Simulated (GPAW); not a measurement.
# CoSi2: optical spectrum from first principles, part 2 of 2

Aim: the dielectric function of CoSi2, and the optical constants that follow from it. The cell comes from an older database entry, whose edges can differ from later determinations, mostly by under a per cent.

GPAW 26.7.0; DFT, PBE, plane-wave PAW (GPAW data sets), scalar-relativistic, RPA, optical limit.

So far. Step 2 (Ground state): There are states at the Fermi level within the smearing, so the occupations stay smeared and the carriers get a Drude term.

The database entry behind the starting cell differs from later determinations by our own check (0.1 to 0.3 % short, probably kX units), so it need not match the best structure at ambient conditions.

### Step 4. Dielectric function, RPA

Local fields let the induced charge screen the field inside the cell, which as a rule lowers ε, most along directions where the density is uneven.

This step: DFT, PBE, plane-wave PAW (GPAW data sets), scalar-relativistic, RPA, optical limit (GPAW 26.7.0).

Input file df.py:

```python
from gpaw.response.df import DielectricFunction

df = DielectricFunction('full.gpw', frequencies={'type': 'nonlinear', 'domega0': 0.03, 'omega2': 8},
                        ecut=30,
                        eta=0.1,
                        nbands=30,
                        rate=0.03,
                        txt='df.txt')
for direction in ['x']:
    df.get_dielectric_function(xc='RPA', direction=direction, filename=f'df_{direction}.csv')
```

Command:

```
$ OMP_NUM_THREADS=1 python df.py
```

Output:

```text
Using integrator: PointIntegrator
NonLinearFrequencyDescriptor(from 0.000 to 44.848 eV, 451 points)
Nonperiodic BCs:  [False False False]
Using integrator: PointIntegrator
NonLinearFrequencyDescriptor(from 0.000 to 44.848 eV, 451 points)
Nonperiodic BCs:  [False False False]
Using integrator: PointIntegrator

Calculating chi0 body with:
    Ground state adapter containing:
    Number of spins: 2
    Number of kpoints: 4096
    Number of irreducible kpoints: 145
    Number of completely occupied states: 6
    Number of partially occupied states: 9

    Linear response parametrization:
    q_c: [0.0, 0.0, 0.0]
    Number of frequency points: 451
    Planewave cutoff: 30.0
    Number of bands: 30
    Number of planewaves: 15
    Broadening (eta): 0.1

Integrating chi0 body.

Symmetries of q_c:
    Direct symmetries (Uq -> q): 48
    Indirect symmetries (TUq -> q): 0
In total 48 allowed symmetries.

145 groups of equivalent kpoints. 96.4599609375% reduction.

Integral kind: spectral function

Calculating chi0 optical extensions with:
    Ground state adapter containing:
    Number of spins: 2
    Number of kpoints: 4096
    Number of irreducible kpoints: 145
    Number of completely occupied states: 6
    Number of partially occupied states: 9

    Linear response parametrization:
    Number of frequency points: 451
    Planewave cutoff: 30.0
    Number of bands: 30
    Number of planewaves: 15
    Broadening (eta): 0.1
Integrating chi0 head and wings.

Symmetries of q_c:
    Direct symmetries (Uq -> q): 48
    Indirect symmetries (TUq -> q): 0
In total 48 allowed symmetries.

145 groups of equivalent kpoints. 96.4599609375% reduction.

Integral kind: spectral function wings

Calculating drude chi0 with:
    Number of frequency points:451
    Plasma frequency decay rate: 0.03 eV

    Ground state adapter containing:
    Number of spins: 2
    Number of kpoints: 4096
    Number of irreducible kpoints: 145
    Number of completely occupied states: 6
    Number of partially occupied states: 9

Symmetries of q_c:
    Direct symmetries (Uq -> q): 48
    Indirect symmetries (TUq -> q): 0
In total 48 allowed symmetries.

145 groups of equivalent kpoints. 96.4599609375% reduction.

Integral kind: intraband
Plasma frequency:
[[5.95-0.j 0.  +0.j 0.  +0.j]
 [0.  +0.j 5.95-0.j 0.  +0.j]
 [0.  +0.j 0.  +0.j 5.95-0.j]]
```

The job ended after 29 s (1 thread of Arm Neoverse V1, shared host; peak memory 0.25 GiB).

Numbers from this step:

- main peak of the optical conductivity above 1 eV, first axis: 6.008 eV
- centre of weight of the strongest loss peak in the window: 20.29 eV

Some rows of df_x.csv (energy; Re and Im without local fields; Re and Im with them):

```text
0.000000, 39401.621584, -0.000000, 39401.430619, -0.000000
0.555532, -105.320261, 41.618462, -105.455973, 41.686664
1.143969, -19.440264, 7.428844, -19.654525, 7.383664
1.768324, 1.672166, 4.989151, 1.475731, 4.909689
2.431988, 9.995834, 8.810692, 9.901760, 8.703778
3.138794, 2.611101, 11.310655, 2.502476, 11.316588
3.893091, 5.641935, 10.459988, 5.372312, 10.214981
4.699832, 5.792428, 10.329865, 5.555062, 10.162828
5.564682, -0.640900, 17.711023, -0.468210, 17.479414
6.494155, -8.014495, 10.381491, -8.072983, 10.572714
7.495775, -5.621836, 6.468621, -5.571767, 6.261567
8.578281, -4.654697, 3.992952, -4.506397, 3.894103
9.751884, -3.296984, 2.531978, -3.178910, 2.424017
11.028587, -2.362491, 1.614254, -2.262866, 1.610665
12.422601, -1.768532, 1.002496, -1.709664, 1.000054
13.950874, -1.141705, 0.633401, -1.095432, 0.638039
15.633783, -0.664423, 0.489391, -0.632901, 0.495728
17.496047, -0.348762, 0.303096, -0.322362, 0.301803
19.567954, -0.080815, 0.251674, -0.051530, 0.270483
21.887015, 0.142795, 0.216667, 0.161101, 0.207048
24.500258, 0.290142, 0.150602, 0.324373, 0.146136
```

The Im ε, E ∥ x has structure finer than the step of the table below, so its rows give means over 1 eV, whole bins alone (the curve runs from 0.305 to 26.3 eV). Peaks (eV: height): 2.9: 14.5, 4.2: 12.1, 5.4: 19.4.

Table of Im ε, E ∥ x by photon energy; means over each step:

```csv
photon energy (eV),"Im ε, E ∥ x"
1,14.6
2,6.42
3,12.1
4,10.3
5,13.2
6,15.5
7,7.91
8,5.03
9,3.15
10,2.14
11,1.68
12,1.17
13,0.839
14,0.634
15,0.524
16,0.443
17,0.366
18,0.280
19,0.281
20,0.245
21,0.215
22,0.202
23,0.173
24,0.155
25,0.141
```

Re ε, E ∥ x against photon energy:

photon energy (eV), Re ε, E ∥ x and a bar from the least value:
```
      0.5       -128 
      1.0        -29 #####################
      1.5         -4 ###########################
      2.0          5 #############################
      2.5         10 ##############################
      3.0          3 #############################
      3.5          4 #############################
      4.0          6 #############################
      4.5          4 #############################
      5.0          7 #############################
      5.5          1 ############################
      6.0         -3 ###########################
      6.5         -8 ##########################
      7.0         -5 ###########################
      7.5         -6 ###########################
      8.0         -5 ###########################
      8.5         -4 ###########################
      9.0         -4 ###########################
      9.5         -3 ###########################
     10.0         -3 ###########################
     10.5         -3 ###########################
     11.0         -2 ###########################
     11.5         -2 ###########################
     12.0         -2 ###########################
     12.5         -2 ###########################
     13.0         -1 ###########################
     13.5         -1 ############################
     14.0         -1 ############################
     14.5         -1 ############################
     15.0         -1 ############################
     15.5         -1 ############################
     16.0         -1 ############################
     16.5          0 ############################
     17.0          0 ############################
     17.5          0 ############################
     18.0          0 ############################
     18.5          0 ############################
     19.0          0 ############################
     19.5          0 ############################
     20.0          0 ############################
     20.5          0 ############################
     21.0          0 ############################
     21.5          0 ############################
     22.0          0 ############################
     22.5          0 ############################
     23.0          0 ############################
     23.5          0 ############################
     24.0          0 ############################
     24.5          0 ############################
     25.0          0 ############################
     25.5          0 ############################
     26.0          0 ############################
```

Values under 1 per cm are given as 1. The absorption coefficient, E ∥ x by photon energy:

```csv
photon energy (eV),"absorption coefficient, E ∥ x (1/cm)"
0.492,5.8e5
1.010,5.5e5
1.486,3.6e5
1.985,2.5e5
2.508,3.8e5
3.018,7.2e5
3.510,6.0e5
3.980,6.8e5
4.516,8.0e5
4.981,9.0e5
5.515,1.7e6
6.021,2.0e6
6.494,2.2e6
6.985,1.9e6
7.496,2.0e6
8.026,2.0e6
8.516,2.0e6
9.023,1.9e6
9.483,1.9e6
10.026,1.9e6
10.519,1.8e6
11.029,1.8e6
11.479,1.8e6
12.023,1.8e6
12.504,1.7e6
13.000,1.7e6
13.512,1.6e6
14.040,1.5e6
14.493,1.5e6
14.960,1.4e6
15.536,1.3e6
16.031,1.3e6
16.541,1.2e6
16.959,1.2e6
17.496,1.1e6
18.049,9.8e5
18.504,8.6e5
18.969,8.4e5
19.447,8.1e5
20.061,7.2e5
20.438,6.3e5
20.953,5.6e5
21.482,5.2e5
22.024,4.8e5
22.440,4.5e5
23.009,3.7e5
23.446,3.7e5
24.042,3.2e5
24.500,3.1e5
24.968,2.9e5
25.447,2.9e5
25.935,2.5e5
```

The Im ε, E ∥ x has structure finer than the step of the table below, so its rows give means over 1 eV, whole bins alone (the curve runs from 0.305 to 26.3 eV). Peaks (eV: height): without local fields 2.9: 14.5, 4.2: 12.3, 5.4: 19.9; with local fields 2.9: 14.5, 4.2: 12.1, 5.4: 19.4.

The Im ε, E ∥ x by photon energy; means over each step:

```csv
photon energy (eV),without local fields,with local fields
1,14.6,14.6
2,6.53,6.42
3,12.2,12.1
4,10.5,10.3
5,13.6,13.2
6,15.6,15.5
7,8.10,7.91
8,5.22,5.03
9,3.25,3.15
10,2.21,2.14
11,1.68,1.68
12,1.17,1.17
13,0.846,0.839
14,0.629,0.634
15,0.516,0.524
16,0.440,0.443
17,0.368,0.366
18,0.281,0.280
19,0.278,0.281
20,0.229,0.245
21,0.226,0.215
22,0.214,0.202
23,0.183,0.173
24,0.161,0.155
25,0.139,0.141
```

Refractive index n and extinction k against photon energy:

```csv
photon energy (eV),n,k
1,0.842,5.47
2,2.65,1.25
3,2.98,2.34
4,2.99,1.68
5,3.21,1.78
6,2.73,3.22
7,1.41,2.70
8,1.07,2.45
9,0.721,2.13
10,0.575,1.86
11,0.507,1.59
12,0.412,1.45
13,0.310,1.25
14,0.293,1.08
15,0.281,0.940
16,0.268,0.818
17,0.271,0.695
18,0.255,0.541
19,0.322,0.432
20,0.367,0.347
21,0.429,0.265
22,0.462,0.218
23,0.514,0.159
24,0.548,0.135
25,0.602,0.116
26,0.630,0.0953
```

At chosen wavelengths:

```csv
wavelength (nm),n,k,R (%),1/α
1550,1.05,7.289,92.7,17 nm
1064,0.79,4.391,85.9,19 nm
800,1.12,2.111,50.0,30 nm
633,2.55,1.214,27.6,41 nm
532,3.05,1.175,31.4,36 nm
450,3.38,2.065,42.4,17 nm
248,3.21,1.777,38.5,11 nm
```

In reflection the computed colour is faintly blue: x = 0.285, y = 0.295, luminous reflectivity 32 %.

### Step 5. What came out

| Quantity | Value |
| --- | --- |
| main peak of the optical conductivity above 1 eV, first axis | 6.01 eV |
| centre of weight of the strongest loss peak in the window, first axis | 20.3 eV |

At this level (PBE, RPA) CoSi2 is a metal; it reflects 31 % at 550 nm. In reflection the computed colour is faintly blue: x = 0.285, y = 0.295, luminous reflectivity 32 %. The carriers' damping of 0.03 eV is typed, not computed; it shapes the response at the lowest energies. The magnetic state comes from one start and need not be the lowest. The sum runs over mesh points, so small or evenly spaced maxima can still be ripples of the mesh. The curves end at 26 eV, about where the summed bands run out. In this version of GPAW the matrix elements of the optical limit are incomplete, which can lower ε − 1 by up to a tenth where first-row anions or d states rule, and shift it by more in d metals. GPAW's carrier term has the form −ωp²/(ω + i·rate)², which damps like twice the rate and fails at low energy, so the curves leave the lowest energies out.

[Machine, clock and banner lines and Python warnings are left out of the logs.]

[Logs are printed without paths, hosts, clocks, repeated set-up lines and the standing remarks that a program may print on its own settings, such as how far it seeks lower states.]

[Hosts, paths, dates, database ids (printed as entryN), source tags and the programs' standing remarks are cut or masked in the printed files.]
